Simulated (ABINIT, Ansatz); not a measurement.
## K2NaYF6 (Fm-3m): G0W0 on several meshes in ABINIT

Aim: the GW shift of K2NaYF6 (Fm-3m) against the k mesh.

Program: ABINIT 10.8.3. Level of theory: PBEsol and many-body steps on it, plane waves. Results are calculated unless marked as measured.

## (1) The starting structure

Symmetry: Fm-3m, No. 225, cubic system. Conventional cell: a = 8.917 Å, b = 8.917 Å, c = 8.917 Å, α = 90.00°, β = 90.00°, γ = 90.00°. K has 12 F at 3.15 Å nearest. Na has 6 F at 2.28 Å nearest. Nearest to Y lie 6 F at 2.18 Å. Nearest to F lie 1 Y at 2.18 Å and 1 Na at 2.28 Å and 4 K at 3.15 Å. Farther neighbours and most contacts between anions are not listed.

The cell and positions are those that the Materials Project relaxed with its own functionals (PBE, PBE+U or r2SCAN), kept fixed.

## (2) Empty states on the mesh, 2×2×2 mesh, 556 bands

This step: ABINIT 10.8.3; DFT, PBEsol, plane waves, norm-conserving pseudopotentials.

The sums over transitions need many empty states on a uniform mesh; this step solves for them.

The input, run.abi:

```
acell 3*1.0 Angstrom
rprim 
  -0.000000000000 4.458286000000 4.458286000000
  4.458286000000 0.000000000000 4.458286000000
  4.458286000000 4.458286000000 0.000000000000
ntypat 4
znucl 19 11 39 9
natom 10
typat 1 1 2 3 4 4 4 4 4 4
xred 
  0.750000000000 0.750000000000 0.750000000000
  0.250000000000 0.250000000000 0.250000000000
  0.500000000000 0.500000000000 0.500000000000
  0.000000000000 -0.000000000000 0.000000000000
  0.755598000000 0.244402000000 0.244402000000
  0.244402000000 0.244402000000 0.755598000000
  0.244402000000 0.755598000000 0.755598000000
  0.244402000000 0.755598000000 0.244402000000
  0.755598000000 0.244402000000 0.755598000000
  0.755598000000 0.755598000000 0.244402000000
pp_dirpath "pseudos"
pseudos "K.upf, Na.upf, Y.upf, F.upf"
ecut 38
ngkpt 2 2 2
nshiftk 1
shiftk 0 0 0
kptopt 1
chksymbreak 0
iscf -2
irdden 1
istwfk *1
nband 556
nbdbuf 50
tolwfr 1e-09
nstep 60
prtvol 0
indata_prefix "in"
outdata_prefix "out"
tmpdata_prefix "tmp"
```

Command:

```bash
> OMP_NUM_THREADS=1 mpirun -n 3 abinit run.abi > log
```

Numbers of over 12 decimals in the logs are rounded to 6 here.

The program printed:

```text
.Version 10.8.3 of ABINIT. v10.8.2 released Aug 2026.

 Symmetries : space group Fm -3 m (#225); Bravais cF (face-center cubic)
[... echo of the input left out ...]
== DATASET  1 ==================================================================
-   mpi_nproc: 3, omp_nthreads: 1 (-1 if OMP is not activated)

--- !DatasetInfo
iteration_state: {dtset: 1, }
dimensions: {natom: 10, nkpt: 3, mband: 556, nsppol: 1, nspinor: 1, nspden: 1, mpw: 13424, }
cutoff_energies: {ecut:  38.0, pawecutdg:  -1.0, }
[...]
3.99839    4.00466    4.01440    4.05336    4.05336    4.05336    4.06966    4.07285
   4.07285    4.07286    4.07507    4.07509    4.11291    4.11302    4.11340    4.11478
   4.13081    4.13139    4.13298    4.17399
 prteigrs : prtvol=0 or 1, do not print more k-points.

== END DATASET(S) ==============================================================
================================================================================

 -outvars: echo values of variables after computation  --------
            nband         556
             nkpt           3
          spgroup         225
 [... the other variables as echoed above ...]

 Calculation completed.
```

Elapsed: 9.3 min, on 3 MPI ranks of Arm Neoverse V2, shared host; peak memory 0.77 GiB.

Numbers from this step:

```
gap                                                           : 6.161 eV
k of the valence top                                          : 0, 0, 0
k of the conduction bottom                                    : 0, 0, 0
least direct gap                                              : 6.161 eV
k points computed                                             : 3
lowest point of the top converged band, above the valence top : 105.8994 eV
```

On this mesh the gap is 6.161 eV.

The density comes from a self-consistent run that is not shown.

## (3) Screening, 2×2×2 mesh, 230 bands, screening to 141.5 eV

The RPA dielectric matrix is built and inverted for each q.

This step: RPA screening on PBEsol, plane waves, norm-conserving pseudopotentials.

Edit run.abi of step 2 so:

```diff
@@ -28,10 +28,11 @@
 chksymbreak 0
-iscf -2
-irdden 1
 istwfk *1
-nband 556
-nbdbuf 50
-tolwfr 1e-09
-nstep 60
-prtvol 0
+occopt 1
+irdwfk 1
+optdriver 3
+nband 230
+ecuteps 5.2
+inclvkb 2
+awtr 1
+symchi 1
 indata_prefix "in"
```

Command:

```bash
> OMP_NUM_THREADS=1 mpirun -n 4 abinit run.abi > log
```

The program printed:

```text
.Version 10.8.3 of ABINIT. v10.8.2 released Aug 2026.

 Symmetries : space group Fm -3 m (#225); Bravais cF (face-center cubic)
[... echo of the input left out ...]
== DATASET  1 ==================================================================
-   mpi_nproc: 4, omp_nthreads: 1 (-1 if OMP is not activated)

--- !DatasetInfo
iteration_state: {dtset: 1, }
dimensions: {natom: 10, nkpt: 3, mband: 230, nsppol: 1, nspinor: 1, nspden: 1, mpw: 13424, }
cutoff_energies: {ecut:  38.0, pawecutdg:  -1.0, }
electrons: {nelect:   8.00000000E+01, charge:   0.00000000E+00, occopt:   1.00000000E+00, tsmear:   1.00000000E-02, }

 SCREENING: Calculation of the susceptibility and dielectric matrices

 Based on a program developped by R.W. Godby, V. Olevano, G. Onida, and L. Reining.
 Incorporated in ABINIT by V. Olevano, G.-M. Rignanese, and M. Torrent.
.Using double precision arithmetic ; gwpc =  8

[... cell and pseudopotentials left out ...]
--------------------------------------------------------------------------------

 ==== K-mesh for the wavefunctions ====
 Number of points in the irreducible wedge :     3
[... list of points left out ...]
 Together with 48 symmetry operations and time-reversal symmetry
 yields     8 points in the full Brillouin Zone.

 ==== Q-mesh for the screening function ====
 Number of points in the irreducible wedge :     3
[... list of points left out ...]
 Together with 48 symmetry operations and time-reversal symmetry
 yields     8 points in the full Brillouin Zone.

 setmesh: FFT mesh size selected  =    45x   45x   45
          total number of points  =        91125

 vcoul_init : cutoff-mode = AUXILIARY_FUNCTION
 q-points for optical limit:   1
     1)      0.000010    0.000020    0.000030

- screening: taking advantage of time-reversal symmetry
- Maximum band index for partially occupied states nbvw = 40
- Remaining bands to be divided among processors   nbcw = 190
- Number of bands treated by each node ~47

 Number of electrons calculated from density =   80.0000; Expected =   80.0000
 average of density, n =  0.066890
 r_s =    1.5282
 omega_plasma =   24.9480 [eV]

 calculating chi0 at frequencies [eV] :
  1    0.000000E+00    0.000000E+00
  2    0.000000E+00    2.494798E+01

--------------------------------------------------------------------------------
  q-point number  1        q = ( 0.000000, 0.000000, 0.000000) [r.l.u.]
--------------------------------------------------------------------------------
[... chi0 elements left out ...]
 For q-point:  0.000010 0.000020 0.000030
  dielectric constant =   1.9318
  dielectric constant without local fields =   2.1263

  Average fulfillment of the sum rule on Im[epsilon] for q-point    1 :     51.32  [%]
[... wings left out ...]
  q-point number  2        q = ( 0.500000, 0.000000, 0.000000) [r.l.u.]
--------------------------------------------------------------------------------
[... chi0 elements left out ...]
  Average fulfillment of the sum rule on Im[epsilon] for q-point    2 :     55.42  [%]

 [... 1 further q-points ...]
```

The job ended after 1.8 min (4 MPI ranks; peak memory 2.8 GiB; 7.3 min of CPU time).

This step gave:

```yaml
eps_infinity_with_local_fields_on_this_mesh_along_the_program_s_q_direction: 1.932
the_same_without_local_fields: 2.126
plasma_frequency: 24.95 eV
plane_waves_in_the_screening_matrix: 645
```

Local fields lower ε∞ by 9 %. On a Γ-centred mesh this coarse the value itself is usually too large, while a short band sum pulls it down.

## (4) 2×2×2

The self-energy is evaluated for the states that the input lists, and the levels follow from it, in one-shot runs by the linearised quasiparticle equation.

This step: G0W0 on PBEsol, plane waves, norm-conserving pseudopotentials.

Edit run.abi of step 3 so:

```diff
@@ -31,8 +31,15 @@
 irdwfk 1
-optdriver 3
+optdriver 4
 nband 230
+gwcalctyp 0
+ecutsigx 38
+symsigma 1
+nkptgw 1
+kptgw 
+  0.0000000000 0.0000000000 0.0000000000
+bdgw 
+  38 44
 ecuteps 5.2
-inclvkb 2
-awtr 1
-symchi 1
+irdscr 1
+ppmodel 1
 indata_prefix "in"
```

The program printed:

```text
.Version 10.8.3 of ABINIT. v10.8.2 released Aug 2026.

 Symmetries : space group Fm -3 m (#225); Bravais cF (face-center cubic)
[... echo of the input left out ...]
== DATASET  1 ==================================================================
-   mpi_nproc: 4, omp_nthreads: 1 (-1 if OMP is not activated)

--- !DatasetInfo
iteration_state: {dtset: 1, }
dimensions: {natom: 10, nkpt: 3, mband: 230, nsppol: 1, nspinor: 1, nspden: 1, mpw: 13424, }
cutoff_energies: {ecut:  38.0, pawecutdg:  -1.0, }
electrons: {nelect:   8.00000000E+01, charge:   0.00000000E+00, occopt:   1.00000000E+00, tsmear:   1.00000000E-02, }

 SIGMA: Calculation of the GW corrections

 Based on a program developped by R.W. Godby, V. Olevano, G. Onida, and L. Reining.
 Incorporated in ABINIT by V. Olevano, G.-M. Rignanese, and M. Torrent.
.Using double precision arithmetic ; gwpc =  8

[... cell and pseudopotentials left out ...]
--------------------------------------------------------------------------------

 ==== K-mesh for the wavefunctions ====
 Number of points in the irreducible wedge :     3
[... list of points left out ...]
 Together with 48 symmetry operations and time-reversal symmetry
 yields     8 points in the full Brillouin Zone.

 ==== Q-mesh for screening function ====
 Number of points in the irreducible wedge :     3
[... list of points left out ...]
 Together with 48 symmetry operations and time-reversal symmetry
 yields     8 points in the full Brillouin Zone.

 vcoul_init : cutoff-mode = AUXILIARY_FUNCTION
 q-points for optical limit:   1
     1)      0.000010    0.000020    0.000030
 setmesh: FFT mesh size selected  =    72x   72x   72
          total number of points  =       373248

 Number of electrons calculated from density =   80.0000; Expected =   80.0000
 average of density, n =  0.066890
 r_s =    1.5282
 omega_plasma =   24.9480 [eV]

 === KS Band Gaps ===
  >>>> For spin  1
   Minimum direct gap =   6.1610 [eV], located at k-point      :   0.0000  0.0000  0.0000
   Fundamental gap    =   6.1610 [eV], Top of valence bands at :   0.0000  0.0000  0.0000
                                       Bottom of conduction at :   0.0000  0.0000  0.0000
 SIGMA fundamental parameters:
 PLASMON POLE MODEL  1
 number of plane-waves for SigmaX                13371
 number of plane-waves for SigmaC and W            645
 number of plane-waves for wavefunctions         13371
 number of bands                                   230
 number of independent spin polarizations            1
 number of spinorial components                      1
 number of k-points in IBZ                           3
 number of q-points in IBZ                           3
 number of symmetry operations                      48
 number of k-points in BZ                            8
 number of q-points in BZ                            8
 number of frequencies for dSigma/dE                 9
 frequency step for dSigma/dE [eV]                0.25
 number of omega for Sigma on real axis              0
 max omega for Sigma on real axis  [eV]           0.00
 zcut for avoiding poles [eV]                     0.10

 EPSILON^-1 parameters (SCR file):
 dimension of the eps^-1 matrix on file            645
 dimension of the eps^-1 matrix used               645
 number of plane-waves for wavefunctions         13371
 number of bands                                   230
 number of q-points in IBZ                           3
 number of frequencies                               2
 number of real frequencies                          1
 number of imag frequencies                          1

 matrix elements of self-energy operator (all in [eV])

 Perturbative Calculation

--- !SelfEnergy_ee
iteration_state: {dtset: 1, }
kpoint     : [   0.000,    0.000,    0.000, ]
spin       : 1
KS_gap     :    6.161
QP_gap     :    9.536
Delta_QP_KS:    3.375
data: !SigmaeeData |
     Band     E0 <VxcDFT>   SigX SigC(E0)      Z dSigC/dE  Sig(E)    E-E0       E
       38  -0.772 -22.132 -29.441   4.973   0.808  -0.238 -24.018  -1.887  -2.658
       39  -0.772 -22.132 -29.441   4.973   0.808  -0.238 -24.018  -1.887  -2.658
       40  -0.772 -22.132 -29.441   4.973   0.808  -0.238 -24.018  -1.887  -2.658
       41   5.389  -8.175  -3.998  -2.527   0.902  -0.109  -6.687   1.488   6.877
       42   7.505 -13.709  -7.709  -2.779   0.876  -0.142 -10.888   2.821  10.326
       43   7.505 -13.709  -7.709  -2.779   0.876  -0.142 -10.888   2.821  10.326
       44   7.505 -13.709  -7.709  -2.779   0.876  -0.142 -10.888   2.821  10.326

== END DATASET(S) ==============================================================
================================================================================

 -outvars: echo values of variables after computation  --------
           etotal      0.0000000000E+00
            nband         230
             nkpt           3
          spgroup         225
 [... the other variables as echoed above ...]

 Calculation completed.
```

Wall time 25 s (4 MPI ranks); peak memory 2.2 GiB; 100 s of CPU time.

This step gave:

```yaml
g0w0_gap_on_the_points_computed: 9.535 eV
starting_gap_on_the_mesh: 6.161 eV
k_of_the_valence_top: 0, 0, 0
k_of_the_conduction_bottom: 0, 0, 0
z_at_the_valence_top: 0.808
z_at_the_conduction_bottom: 0.902
least_direct_g0w0_gap_on_the_computed_points: 9.535 eV
```

The gap on the mesh goes from 6.16 eV to 9.54 eV, a correction of +3.37 eV.

## (5) Empty states on the mesh, 4×4×4 mesh, 252 bands

This step: DFT, PBEsol, plane waves, norm-conserving pseudopotentials.

Edit run.abi of step 4 so:

```diff
@@ -23,3 +23,3 @@
 ecut 38
-ngkpt 2 2 2
+ngkpt 4 4 4
 nshiftk 1
@@ -28,18 +28,10 @@
 chksymbreak 0
+iscf -2
+irdden 1
 istwfk *1
-occopt 1
-irdwfk 1
-optdriver 4
-nband 230
-gwcalctyp 0
-ecutsigx 38
-symsigma 1
-nkptgw 1
-kptgw 
-  0.0000000000 0.0000000000 0.0000000000
-bdgw 
-  38 44
-ecuteps 5.2
-irdscr 1
-ppmodel 1
+nband 252
+nbdbuf 22
+tolwfr 1e-09
+nstep 60
+prtvol 0
 indata_prefix "in"
```

The program printed:

```text
.Version 10.8.3 of ABINIT. v10.8.2 released Aug 2026.

 Symmetries : space group Fm -3 m (#225); Bravais cF (face-center cubic)
[... echo of the input left out ...]
== DATASET  1 ==================================================================
-   mpi_nproc: 4, omp_nthreads: 1 (-1 if OMP is not activated)

--- !DatasetInfo
iteration_state: {dtset: 1, }
dimensions: {natom: 10, nkpt: 8, mband: 252, nsppol: 1, nspinor: 1, nspden: 1, mpw: 13424, }
cutoff_energies: {ecut:  38.0, pawecutdg:  -1.0, }
[...]
2.15964    2.19421    2.19421    2.23358    2.23358    2.23358    2.24611    2.24611
   2.24612    2.25376    2.25376    2.25379    2.26626    2.26626    2.26646    2.27172
   2.27187    2.27255    2.27280    2.31628
 prteigrs : prtvol=0 or 1, do not print more k-points.

== END DATASET(S) ==============================================================
================================================================================

 -outvars: echo values of variables after computation  --------
            nband         252
             nkpt           8
          spgroup         225
 [... the other variables as echoed above ...]

 Calculation completed.
```

Run time: 5.2 min. Hardware: 4 MPI ranks; peak memory 0.9 GiB; 21 min of CPU time.

This step gave:

```yaml
gap: 6.161 eV
k_of_the_valence_top: 0, 0, 0
k_of_the_conduction_bottom: 0, 0, 0
least_direct_gap: 6.161 eV
k_points_computed: 8
lowest_point_of_the_top_converged_band_above_the_valence_top: 57.8797 eV
```

On this mesh the gap is 6.161 eV.

## (6) Screening, 4×4×4 mesh, 230 bands, screening to 141.5 eV

This step: RPA screening on PBEsol, plane waves, norm-conserving pseudopotentials.

Edit run.abi of step 5 so:

```diff
@@ -28,10 +28,11 @@
 chksymbreak 0
-iscf -2
-irdden 1
 istwfk *1
-nband 252
-nbdbuf 22
-tolwfr 1e-09
-nstep 60
-prtvol 0
+occopt 1
+irdwfk 1
+optdriver 3
+nband 230
+ecuteps 5.2
+inclvkb 2
+awtr 1
+symchi 1
 indata_prefix "in"
```

The program printed:

```text
.Version 10.8.3 of ABINIT. v10.8.2 released Aug 2026.

 Symmetries : space group Fm -3 m (#225); Bravais cF (face-center cubic)
[... echo of the input left out ...]
== DATASET  1 ==================================================================
-   mpi_nproc: 4, omp_nthreads: 1 (-1 if OMP is not activated)

--- !DatasetInfo
iteration_state: {dtset: 1, }
dimensions: {natom: 10, nkpt: 8, mband: 230, nsppol: 1, nspinor: 1, nspden: 1, mpw: 13424, }
cutoff_energies: {ecut:  38.0, pawecutdg:  -1.0, }
electrons: {nelect:   8.00000000E+01, charge:   0.00000000E+00, occopt:   1.00000000E+00, tsmear:   1.00000000E-02, }

 SCREENING: Calculation of the susceptibility and dielectric matrices

 Based on a program developped by R.W. Godby, V. Olevano, G. Onida, and L. Reining.
 Incorporated in ABINIT by V. Olevano, G.-M. Rignanese, and M. Torrent.
.Using double precision arithmetic ; gwpc =  8

[... cell and pseudopotentials left out ...]
--------------------------------------------------------------------------------

 ==== K-mesh for the wavefunctions ====
 Number of points in the irreducible wedge :     8
[... list of points left out ...]
 Together with 48 symmetry operations and time-reversal symmetry
 yields    64 points in the full Brillouin Zone.

 ==== Q-mesh for the screening function ====
 Number of points in the irreducible wedge :     8
[... list of points left out ...]
 Together with 48 symmetry operations and time-reversal symmetry
 yields    64 points in the full Brillouin Zone.

 setmesh: FFT mesh size selected  =    45x   45x   45
          total number of points  =        91125

 vcoul_init : cutoff-mode = AUXILIARY_FUNCTION
 q-points for optical limit:   1
     1)      0.000010    0.000020    0.000030

- screening: taking advantage of time-reversal symmetry
- Maximum band index for partially occupied states nbvw = 40
- Remaining bands to be divided among processors   nbcw = 190
- Number of bands treated by each node ~47

 Number of electrons calculated from density =   80.0000; Expected =   80.0000
 average of density, n =  0.066890
 r_s =    1.5282
 omega_plasma =   24.9480 [eV]

 calculating chi0 at frequencies [eV] :
  1    0.000000E+00    0.000000E+00
  2    0.000000E+00    2.494798E+01

--------------------------------------------------------------------------------
  q-point number  1        q = ( 0.000000, 0.000000, 0.000000) [r.l.u.]
--------------------------------------------------------------------------------
[... chi0 elements left out ...]
 For q-point:  0.000010 0.000020 0.000030
  dielectric constant =   1.9262
  dielectric constant without local fields =   2.1204

  Average fulfillment of the sum rule on Im[epsilon] for q-point    1 :     51.24  [%]
[... wings left out ...]
  q-point number  2        q = ( 0.250000, 0.000000, 0.000000) [r.l.u.]
--------------------------------------------------------------------------------
[... chi0 elements left out ...]
  Average fulfillment of the sum rule on Im[epsilon] for q-point    2 :     58.81  [%]

 [... 6 further q-points ...]
```

It took 14 min on 4 MPI ranks; peak memory 5.6 GiB; 57 min of CPU time.

This step gave:

- ε∞ with local fields, on this mesh, along the program's q direction: 1.926
- the same without local fields: 2.120
- plasma frequency: 24.95 eV
- plane waves in the screening matrix: 645

(Continued in part 2 of 2.)

[Paths, hosts, dates, memory and timing lines, banners, echoed tables and standing remarks are left out of the program output.]

[Logs are printed without paths, hosts, clocks, repeated set-up lines and the standing remarks that a program may print on its own settings, such as how far it seeks lower states.]

[Runs of the session that timed out or met a known fault of the program may be left out.]

[No measured gap is set beside runs whose start may be inverted or whose files or cutoffs have a known fault.]

[Hosts, paths, dates, database ids (printed as entryN), source tags and the programs' standing remarks are cut or masked in the printed files.]

[G0W0 gaps are taken among the corrected bands and points alone; a level outside them can change the order at an edge.]

[Where Ansatz stands beside ABINIT at settings called matched, ABINIT's density can come from a denser mesh and the files from another edition; pairs whose starting gaps differed by over 0.03 eV were left out, so agreement reads better than it is.]
